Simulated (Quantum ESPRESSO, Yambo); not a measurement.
# TiO2 (Anatase): G0W0 with Yambo, start to end, part 3 of 3

Wanted: ground state, empty states, screening and self-energy for TiO2 (Anatase).

Quantum ESPRESSO 7.5 and Yambo 5.3.0; PBE and many-body steps on it, plane waves. Known limits of the many-body steps: not at the basis limit.

So far. Step 3 (Bands along the symmetry lines): The gap is 2.141 eV, −0.045 eV from the run before at this level. Step 4 (Empty states on the mesh, 4×4×4 mesh, 78 bands): On this mesh the gap is 2.189 eV.

### 5. Conversion and set-up

This step: Yambo 5.3.0; conversion and set-up on PBE, plane waves, norm-conserving pseudopotentials.

The states are converted to the many-body program's format and the q mesh is built.

Started as:

```
> (cd o/x.save; p2y > p2y.log; mv SAVE ../..); yambo > setup.log
```

The program printed:

```text
 Yambo, version 5.3.0

 [02] CORE Variables Setup
 =========================

  [02.01] Unit cells
  ==================

  Cell kind             :  Unknown
  Atoms in the cell     :  Ti  O
  number of Ti atoms    :  2
  number of O  atoms    :   4

  List of atomic masses
  Mass of Ti    :  47.86700
  Mass of O     :  15.99900

  List of atomic coordinates    : [cc]
  Ti1       :  0.000000  0.000000  0.000000  order 1
  Ti2       :  0.000000  3.575551  4.494997  order 2
  O1       :  0.69697E-16  0.69697E-16   3.7416      order 3
  O2       :  0.28629E-15   3.5756       8.2366      order 4
  O3       : -0.28629E-15   3.5756      0.75336      order 5
  O4       : -0.14356E-16 -0.14356E-16   14.238      order 6

  Alat factors          :  8.989994  8.989994  8.989994 [a.u.]
  Direct lattice volume :  459.7326 [a.u.]
  Direct lattice vectors:  A[ 1 ]  A[ 2 ]  A[ 3 ]
   A[ 1 ]: -0.397726  0.397726  1.000000  [iru]
  -3.575551  3.575551  8.989994  [cc]
   A[ 2 ]:  0.397726 -0.397726  1.000000  [iru]
   3.575551 -3.575551  8.989994  [cc]
   A[ 3 ]:  0.397726  0.397726 -1.000000  [iru]
   3.575551  3.575551 -8.989994  [cc]

  Recip. lattice volume :  0.539553 [a.u.]
  Recip. lattice vectors:  B[ 1 ]  B[ 2 ]  B[ 3 ]
   B[ 1 ]:  0.94474E-17   1.2571      0.50000      [iku]
   0.66029E-17  0.87863      0.34945      [cc]
   B[ 2 ]:   1.2571      0.94474E-17  0.50000      [iku]
   0.87863      0.66029E-17  0.34945      [cc]
   B[ 3 ]:   1.2571       1.2571      0.52345E-17  [iku]
   0.87863      0.87863      0.36585E-17  [cc]

  [02.02] Symmetries
  ==================

  Inversion symmetry    : yes
  Spatial inversion     : no
  Inversion index       :   9
  K-space Time-reversal : yes
  Magnetic symmetries   : no
  Time-reversal derived K-space symmetries:   9  16
  Group table correct   : yes
  Symmetries units      :  [cc]

   [S  1]:   1.0000      0.13186E-16  0.59966E-16  0.13186E-16   1.0000      0.59966E-16  0.63239E-17 -0.21601E-17   1.0000
   [S  2]:  -1.0000     -0.13186E-16  0.59966E-16 -0.13186E-16  -1.0000      0.59966E-16 -0.63239E-17  0.21601E-17   1.0000
   [S  3]:  0.13186E-16   1.0000     -0.59966E-16   1.0000      0.13186E-16 -0.59966E-16 -0.21601E-17  0.63239E-17  -1.0000
[...]
[S  7]: -0.13186E-16   1.0000     -0.59966E-16  -1.0000      0.13186E-16 -0.59966E-16  0.21601E-17  0.63239E-17  -1.0000
   [S  8]:  0.13186E-16  -1.0000     -0.59966E-16   1.0000     -0.13186E-16 -0.59966E-16 -0.21601E-17 -0.63239E-17  -1.0000
   [S* 9]:  -1.0000     -0.13186E-16 -0.59966E-16 -0.13186E-16  -1.0000     -0.59966E-16 -0.63239E-17  0.21601E-17  -1.0000
   [S*10]:   1.0000      0.13186E-16 -0.59966E-16  0.13186E-16   1.0000     -0.59966E-16  0.63239E-17 -0.21601E-17  -1.0000
     [... 4 further rows ...]
   [S*15]:  0.13186E-16  -1.0000      0.59966E-16   1.0000     -0.13186E-16  0.59966E-16 -0.21601E-17 -0.63239E-17   1.0000
[...]
K [ 9]         [rlu]:  0.250000  0.250000 -0.250000
[...]
K [10]         [rlu]:  0.250000 -0.500000 -0.500000
[...]
K [11]         [rlu]:  0.250000 -0.250000  0.250000
[...]
K [12]         [rlu]:  0.250000 -0.250000 -0.500000
         WF components:   5132
  K [13]         [rlu]: -0.500000 -0.500000 -0.500000
         WF components:   5116

  [02.05] Energies & Occupations
  ==============================

  [X] === General ===
  [X] Electronic Temperature                        :  0.000000  0.000000 [eV K]
  [X] Bosonic    Temperature                        :  0.000000  0.000000 [eV K]
  [X] Finite Temperature mode                       : no
  [X] El. density                                   :  0.70458E+24 [cm-3]
  [X] Fermi Level                                   :  7.297607 [eV]

  [X] === Gaps and Widths ===
  [X] Conduction Band Min                           :  2.188734 [eV]
  [X] Valence Band Max                              :  0.000000 [eV]
  [X] Filled Bands                                  :  24
  [X] Empty Bands                                   :   25   78
  [X] Direct Gap                                    :  2.491719 [eV]
  [X] Direct Gap localized at k                     :   9
  [X] Indirect Gap                                  :  2.188734 [eV]
  [X] Indirect Gap between kpts                     :  3  1
  [X] Last valence band width                       :  0.810353 [eV]
  [X] 1st conduction band width                     :  1.464956 [eV]

  E @ K [ 1]:  [eV]
  -56.29835 -56.23732 -32.79079 -32.55099 -32.55099 -32.47863 -32.47863 -32.39384
[...]
occ @ K [ 1]
[...]
E @ K [ 2]:  [eV]
[...]
occ @ K [ 2]
[...]
E @ K [ 3]:  [eV]
[...]
occ @ K [ 3]
[...]
E @ K [ 8]:  [eV]
[...]
occ @ K [ 8]
[...]
E @ K [ 9]:  [eV]
[...]
occ @ K [ 9]
[...]
E @ K [10]:  [eV]
[...]
occ @ K [10]
[...]
E @ K [11]:  [eV]
[...]
occ @ K [11]
[...]
E @ K [12]:  [eV]
[...]
occ @ K [12]
[...]
E @ K [13]:  [eV]
[...]
occ @ K [13]
[...]
0.000000  0.000000  0.000000  0.000000  0.000000  0.000000  0.000000  0.000000
   0.000000  0.000000  0.000000  0.000000  0.000000  0.000000  0.000000  0.000000

 [03] Transferred momenta grid and indexing
 ==========================================

 IBZ Q-points                                      :  13
 BZ  Q-points                                      :   64

 K/Q-points units:
 rlu = crystal or reduced units; cc = cartesian coordinates; iku = interal k-units

 Q [ 1]         [rlu]:  0.000000  0.000000  0.000000
 Q [ 2]         [rlu]:  0.55297E-17  0.72474E-16  0.25000
 Q [ 3]         [rlu]: -0.74239E-16 -0.81769E-16 -0.50000
[...]
Q [ 8]         [rlu]:  0.250000  0.250000  0.250000
 Q [ 9]         [rlu]:  0.250000  0.250000 -0.250000
 Q [10]         [rlu]:  0.250000  0.500000 -0.500000
 Q [11]         [rlu]:  0.250000 -0.250000  0.250000
 Q [12]         [rlu]:  0.250000  0.750000 -0.500000
 Q [13]         [rlu]:  0.500000  0.500000 -0.500000

  [03.01] X indexes
  =================

   [03.01.01] Sigma indexes
   ========================

 [06] Game Over & Game summary
```

It took 3.3 s on 1 MPI rank of Intel Xeon Platinum 8375C at 2.90GHz (Ice Lake), shared host; peak memory 0.24 GiB.

### 6. Screening and self-energy, 4×4×4 mesh, 78 bands, screening to 95.2 eV

G0W0 replaces the xc potential by the self-energy, built once from these orbitals. Only a window of levels is corrected, while the sums run over the empty bands that the input names.

This step: G0W0 on PBE, plane waves, norm-conserving pseudopotentials.

Input file gw1.in:

```
HF_and_locXC
gw0
dyson
ppa
em1d
rim_cut
RandQpts= 1000000
RandGvec= 1 RL
EXXRLvcs= 76 Ry
VXCRLvcs= 304 Ry
Chimod= "HARTREE"
% BndsRnXp
 1 | 78 |
%
NGsBlkXp= 7 Ry
% LongDrXp
 1 | 1 | 1 |
%
% GbndRnge
 1 | 78 |
%
DysSolver= "n"
ExtendOut
PPAPntXp= 27.21138 eV
% QPkrange
 3 | 3 | 23 | 26 |
 1 | 1 | 23 | 26 |
 9 | 9 | 23 | 26 |
%
```

Started as:

```
> OMP_NUM_THREADS=2 mpirun -n 4 yambo -F gw1.in -J gw1 -C gw1 > gw1.log
```

The program printed:

```text
 Yambo, version 5.3.0

 [02] CORE Variables Setup
 =========================

  [... cell, symmetries and grids as in the set-up ...]

  [02.05] Energies & Occupations
  ==============================

  [X] === General ===
  [X] Electronic Temperature                        :  0.000000  0.000000 [eV K]
  [X] Bosonic    Temperature                        :  0.000000  0.000000 [eV K]
  [X] Finite Temperature mode                       : no
  [X] El. density                                   :  0.70458E+24 [cm-3]
  [X] Fermi Level                                   :  7.297607 [eV]

  [X] === Gaps and Widths ===
  [X] Conduction Band Min                           :  2.188734 [eV]
  [X] Valence Band Max                              :  0.000000 [eV]
  [X] Filled Bands                                  :  24
  [X] Empty Bands                                   :   25   78
  [X] Direct Gap                                    :  2.491719 [eV]
  [X] Direct Gap localized at k                     :   9
  [X] Indirect Gap                                  :  2.188734 [eV]
  [X] Indirect Gap between kpts                     :  3  1
  [X] Last valence band width                       :  0.810353 [eV]
  [X] 1st conduction band width                     :  1.464956 [eV]

 [03] Transferred momenta grid and indexing
 ==========================================

 IBZ Q-points                                      :  13
 BZ  Q-points                                      :   64

 K/Q-points units:
 rlu = crystal or reduced units; cc = cartesian coordinates; iku = interal k-units

 Q [ 1]         [rlu]:  0.000000  0.000000  0.000000
 Q [ 2]         [rlu]:  0.55297E-17  0.72474E-16  0.25000
 Q [ 3]         [rlu]: -0.74239E-16 -0.81769E-16 -0.50000
 Q [ 4]         [rlu]:  0.79654E-16  0.25000     -0.51899E-16
 Q [ 5]         [rlu]:  0.22222E-16  0.25000      0.25000
 Q [ 6]         [rlu]:  0.15341E-16 -0.50000     -0.43097E-16
 Q [ 7]         [rlu]:  0.55054E-16 -0.50000      0.25000
 Q [ 8]         [rlu]:  0.250000  0.250000  0.250000
 Q [ 9]         [rlu]:  0.250000  0.250000 -0.250000
 Q [10]         [rlu]:  0.250000  0.500000 -0.500000
 Q [11]         [rlu]:  0.250000 -0.250000  0.250000
 Q [12]         [rlu]:  0.250000  0.750000 -0.500000
 Q [13]         [rlu]:  0.500000  0.500000 -0.500000

 [04] Coloumb potential Random Integration (RIM)
 ===============================================

  [04.01] RIM initialization
  ==========================

  * Diagonal components only detected *

  8 x (sBL volume)        :  0.067444 [a.u.]
  sBZ random points       :  1000000
  Points outside the sBZ  :   7996977
  RL volume               :  0.539553 [a.u.]
  Integrated volume       :  0.539757 [a.u.]

  [04.02] RIM integrals
  =====================

  Gamma point sphere radius             :  0.073836 [a.u.]
  Points outside the sphere             :   799394
  [Int_sBZ(q=0) 1/q^2]*(Vol_sBZ)^(-1/3) =:  7.652358
                                 should be <:  7.795600

  Summary of Coulomb integrals for non-metallic bands |Q|[au] RIM/Bare

  Q [1] 0.100000E-4 0.981625 * Q [9] 0.174727 0.937881
  Q [4] 0.236394 1.083228 * Q [2] 0.310643 1.077840
  Q [10] 0.341967 1.012968 * Q [13] 0.349454 0.985458
  Q [7] 0.356411 1.038488 * Q [11] 0.439316 1.030779
  Q [12] 0.467566 1.008593 * Q [6] 0.472788 1.022537
  Q [5] 0.498879 1.024690 * Q [3] 0.621287 1.017090
  Q [8] 0.645389 1.014060

 [05] Dipoles
 ============

  [05.01] Setup: observables and procedures
  =========================================

  [WARNING] [x,Vnl] slows the Dipoles computation. To neglect it rename the ns.kb_pp file

 [06] Dynamic Dielectric Matrix (PPA)
 ====================================

 [WR./gw1//ndb.pp]---------------------------------------------------------------
  Brillouin Zone Q/K grids (IBZ/BZ)                :   13   64   13   64
  RL vectors                                       :   7681 [WF]
  Coulomb cutoff potential                         : none
  Electronic Temperature                           :  0.000000 [K]
  Bosonic    Temperature                           :  0.000000 [K]
  PPA    diel. fun.  energies                      : Perdew, Burke & Ernzerhof(X)+Perdew, Burke & Ernzerhof(C)
  wavefunctions                                    : Perdew, Burke & Ernzerhof(X)+Perdew, Burke & Ernzerhof(C)
  Global Gauge                                     : length
  X matrix size                                    :  155
  X band range                                     :    1   78
  X e/h energy range                               : -1.000000 -1.000000 [eV]
  X Time ordering                                  : R
  X Hxc Kernel                                     : HARTREE
  X Drude frequency                                :  0.000000  0.000000
  X poles                                          :  100.0000 [o/o]
  RL vectors in the sum                            :   7681
  [r,Vnl] included                                 : yes
  Field direction                                  :  0.577350E-5  0.577350E-5  0.577350E-5
  BZ energy Double Grid                            : no
  BZ energy DbGd points                            : 0
  BZ Q point size factor                           : -1.000000
  X Optical Averaged directions                    : none

 [07] Local Exchange-Correlation + Non-Local Fock
 ================================================

 [VXC] Plane waves :   41149
 [EXS] Plane waves :   5133

 QP @ state[ 1 ] K range:  1  1
 QP @ state[ 1 ] b range:  23  26
 QP @ state[ 2 ] K range:  3  3
 QP @ state[ 2 ] b range:  23  26
 QP @ state[ 3 ] K range:   9   9
 QP @ state[ 3 ] b range:  23  26

 [xc] Functional : Perdew, Burke & Ernzerhof(X)+Perdew, Burke & Ernzerhof(C)
 [xc] LIBXC used to calculate xc functional
  PP Number of Atomic Species                      :  2
  NLCC RL compoments                               :   41149
  PP Number of Atomic Species                      :  2
  NLCC RL compoments                               :   41149

 [xc] E_xc :  -28.61520 [Ha]
      E_xc :  -57.23039 [Ry]

  Local XC kind (lXC) : Perdew, Burke & Ernzerhof(X)+Perdew, Burke & Ernzerhof(C)
  Non-Local XC kind (nlXC) : Hartree-Fock

  Corrections @ K [1] :  [eV]
 <23|nlXC|23> = -24.43083 -0.55710E-17 <23|lXC|23> = -19.55045  0.000000
 <24|nlXC|24> = -24.43086  0.38495E-18 <24|lXC|24> = -19.55046 -0.47204E-16
 <25|nlXC|25> = -11.85232  0.84260E-18 <25|lXC|25> = -19.33983  0.000000
 <26|nlXC|26> = -12.11493  0.11882E-18 <26|lXC|26> = -20.50591  0.000000

  Corrections @ K [3] :  [eV]
 <23|nlXC|23> = -24.82209  0.52406E-17 <23|lXC|23> = -20.08197  0.000000
 <24|nlXC|24> = -24.82207 -0.45964E-17 <24|lXC|24> = -20.08204  0.000000
 <25|nlXC|25> = -12.46789  0.89016E-20 <25|lXC|25> = -21.00715  0.37763E-15
 <26|nlXC|26> = -12.46790  0.76266E-19 <26|lXC|26> = -21.00717  0.18882E-15

  Corrections @ K [9] :  [eV]
 <23|nlXC|23> = -24.95267 -0.42858E-17 <23|lXC|23> = -20.28082  0.000000
 <24|nlXC|24> = -24.95265  0.64209E-17 <24|lXC|24> = -20.28082  0.18882E-15
 <25|nlXC|25> = -11.87755  0.22053E-18 <25|lXC|25> = -19.48806  0.000000
 <26|nlXC|26> = -12.06245  0.12075E-17 <26|lXC|26> = -20.30977  0.000000

 [08] Dyson equation: Newton solver
 ==================================

  [08.01] G0W0 (W PPA)
  ====================

  [  GW  ] Bands range     :    1   78
  [GW/PPA] G damping       :  0.100000 [eV]

  QP @ state[ 1 ] K range:  1  1
  QP @ state[ 1 ] b range:  23  26
  QP @ state[ 2 ] K range:  3  3
  QP @ state[ 2 ] b range:  23  26
  QP @ state[ 3 ] K range:   9   9
  QP @ state[ 3 ] b range:  23  26

   Sc/G bands                                       :    1   78
   Sc/G damping                                     :  0.100000 ev
   Sc bands terminator                              : no
   Sx RL components                                 :   5133

   QP @ state[ 1 ] K range                          :  1  1
   QP @ state[ 1 ] b range                          :  23  26
   QP @ state[ 2 ] K range                          :  3  3
   QP @ state[ 2 ] b range                          :  23  26
   QP @ state[ 3 ] K range                          :   9   9
   QP @ state[ 3 ] b range                          :  23  26
   GF energies kind                                 : Perdew, Burke & Ernzerhof(X)+Perdew, Burke & Ernzerhof(C)
   GF WF`s kind                                     : Perdew, Burke & Ernzerhof(X)+Perdew, Burke & Ernzerhof(C)
   Xs energies kind                                 : Perdew, Burke & Ernzerhof(X)+Perdew, Burke & Ernzerhof(C)
   Xs WF`s kind                                     : Perdew, Burke & Ernzerhof(X)+Perdew, Burke & Ernzerhof(C)

 [11] Game Over & Game summary
```

Elapsed: 4.2 min, on 4 MPI ranks; peak memory 4.3 GiB.

This step gave:

```yaml
g0w0_gap_on_the_points_computed: 3.719 eV
starting_gap_on_the_mesh: 2.189 eV
k_of_the_valence_top: 0, 0, -0.5
k_of_the_conduction_bottom: 0, 0, 0
least_direct_g0w0_gap_on_the_computed_points: 4.043 eV
z_at_the_valence_top: 0.7601
z_at_the_conduction_bottom: 0.7812
```

The gap on the mesh goes from 2.19 eV to 3.72 eV, a correction of +1.53 eV.

Limits: finite bands, cutoff and mesh. v1 is the top filled band, c1 the lowest empty one. The levels before and after the correction (eV, zero at the valence-band top of each column):

|  | conduction bottom | valence top |
| --- | --- | --- |
| Kohn-Sham | 2.19 | 0.00 |
| G0W0 | 3.72 | 0.00 |

|  | level | energy (eV) |
| --- | --- | --- |
| Kohn-Sham | Γ v2-v1 | -0.429 |
| Kohn-Sham | Γ c1 | 2.189 |
| Kohn-Sham | Γ c2 | 2.935 |
| Kohn-Sham | (0 0 -0.5) v2-v1 | 0.000 |
| Kohn-Sham | (0 0 -0.5) c1-c2 | 3.429 |
| G0W0 | Γ v2-v1 | -0.513 |
| G0W0 | Γ c1 | 3.719 |
| G0W0 | Γ c2 | 4.655 |
| G0W0 | (0 0 -0.5) v2-v1 | 0.000 |
| G0W0 | (0 0 -0.5) c1-c2 | 5.236 |

### 7. Where the time went

Times are wall times on the hardware named with each run, good to a factor of about two.

| step | time | share | memory (GiB) |
| --- | --- | --- | --- |
| ground state | 1.9 min | 27 % | 0.94 |
| bands along the symmetry lines | 24 s | 6 % | 0.66 |
| empty states on the mesh | 15 s | 4 % | 0.6 |
| conversion and set-up | 3.3 s | 1 % | 0.24 |
| screening and self-energy | 4.2 min | 62 % | 4.3 |

### 8. What came out

| Item | Value |
| --- | --- |
| PBE gap | 2.14 eV, indirect |
| G0W0 gap on the mesh | 3.72 eV |
| G0W0 gap over the zone (rigid shift) | 3.67 eV |
| GW settings | 4×4×4 mesh, 78 bands, screening to 95.2 eV, Godby-Needs plasmon pole |
| known limits | not at the basis limit |

**Reading.** G0W0 moves the gap on the mesh from 2.19 eV to 3.72 eV (+1.53 eV), with Z of 0.76 and 0.78 at the edges. The mesh misses the band edges by 0.05 eV in all; a rigid shift gives 3.67 eV for the zone. Only 3 of the mesh's irreducible points were corrected, so a valley elsewhere could overtake. The dearest step here is «screening and self-energy». Against experiment, by G0W0@PBE: the gap of 3.67 eV lies +0.39 eV from the measured 3.28 ± 0.13 eV (indirect, on SiO2 (quartz particles), 2024); the direct gap of 4.04 eV lies +0.86 eV from the measured 3.18 ± 0.03 eV (direct, 300 K, 2022); the gap of 3.67 eV lies +0.50 eV from the measured 3.17 eV (kind not stated, 2020); the direct gap of 4.04 eV lies +0.06 eV from the measured 3.98 eV (electronic, quoted 2020); the gap of 3.67 eV lies +0.47 eV from the measured 3.2 eV (optical, 2022). An exciton line or allowed optical edge lies below the quasiparticle gap by the binding energy; a forbidden edge can push the onset above it. The calculation has static nuclei and no excitons; a measured gap holds zero-point and thermal motion, which mostly lowers it. Bands and cutoff are finite, so the gap is not at the basis limit. The miss can reach some tenths of an eV and take either sign; the mesh is an error of its own. In the G0W0 run levels were corrected at 3 k points alone, so a gap called «on the mesh» is the least over those, and an edge elsewhere would be missed.

[Paths, hosts, dates, memory and timing lines, banners, echoed tables and standing remarks are left out of the program output.]

[Logs are printed without paths, hosts, clocks, repeated set-up lines and the standing remarks that a program may print on its own settings, such as how far it seeks lower states.]

[Runs of the session that timed out or met a known fault of the program may be left out.]

[Hosts, paths, dates, database ids (printed as entryN), source tags and the programs' standing remarks are cut or masked in the printed files.]
